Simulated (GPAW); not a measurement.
Records of electronic-structure calculations.

## Quasiparticle gap of Bi2Te2Se (R-3m) in GPAW

It takes space group R-3m (No. 166, trigonal). Conventional cell: a = 4.322 Å, b = 4.322 Å, c = 31.757 Å, α = 90.00°, β = 90.00°, γ = 120.00°. Bi has 3 Te at 3.05 Å and 3 Se at 3.11 Å nearest. Te has 3 Bi at 3.05 Å nearest. Se has 6 Bi at 3.11 Å nearest. Farther neighbours and most contacts between anions are not listed.

* method: DFT, LDA, plane waves, PAW (and 1 further level or step)
* program: GPAW 26.7.0
* settings of one run: cutoff 450 eV, GPAW PAW setups 1.2.1 data release, 4×4×4 k-mesh, nbands 213
* cost: 3 runs, 9.7 min in all on 8 MPI ranks of Intel Xeon 6975P-C (Granite Rapids), shared host (the runs of this entry)
* notes: The cell and positions are those that the Materials Project relaxed with its own functionals (PBE, PBE+U or r2SCAN), kept fixed. Limits: no spin-orbit coupling. Bands and cutoff are finite, so the gap is not at the basis limit. The miss can reach some tenths of an eV and take either sign; the mesh is an error of its own. With atoms this heavy and so narrow a gap, spin-orbit coupling can invert the bands. These scalar-relativistic gaps are then model values, not to be set against experiment, and a spin-orbit change taken from DFT can’t simply be added.
* LDA gap: 0.34 eV, direct
* G0W0 gap on the mesh: 0.59 eV
* GW settings: 4×4×4 mesh, 203 bands, screening to 65 eV, Godby-Needs plasmon pole
* known limits: not at the basis limit; model gap, bands may invert with spin-orbit coupling; no spin-orbit coupling

G0W0 moves the gap on the mesh from 0.34 eV to 0.59 eV (+0.25 eV), with Z of 0.78 and 0.79 at the edges. Only 1 of the mesh's irreducible points was corrected, so a valley elsewhere could overtake.

[Runs of the session that timed out or met a known fault of the program may be left out.]

[No measured gap is set beside runs whose start may be inverted or whose files or cutoffs have a known fault.]

[Hosts, paths, dates, database ids (printed as entryN), source tags and the programs' standing remarks are cut or masked in the printed files.]
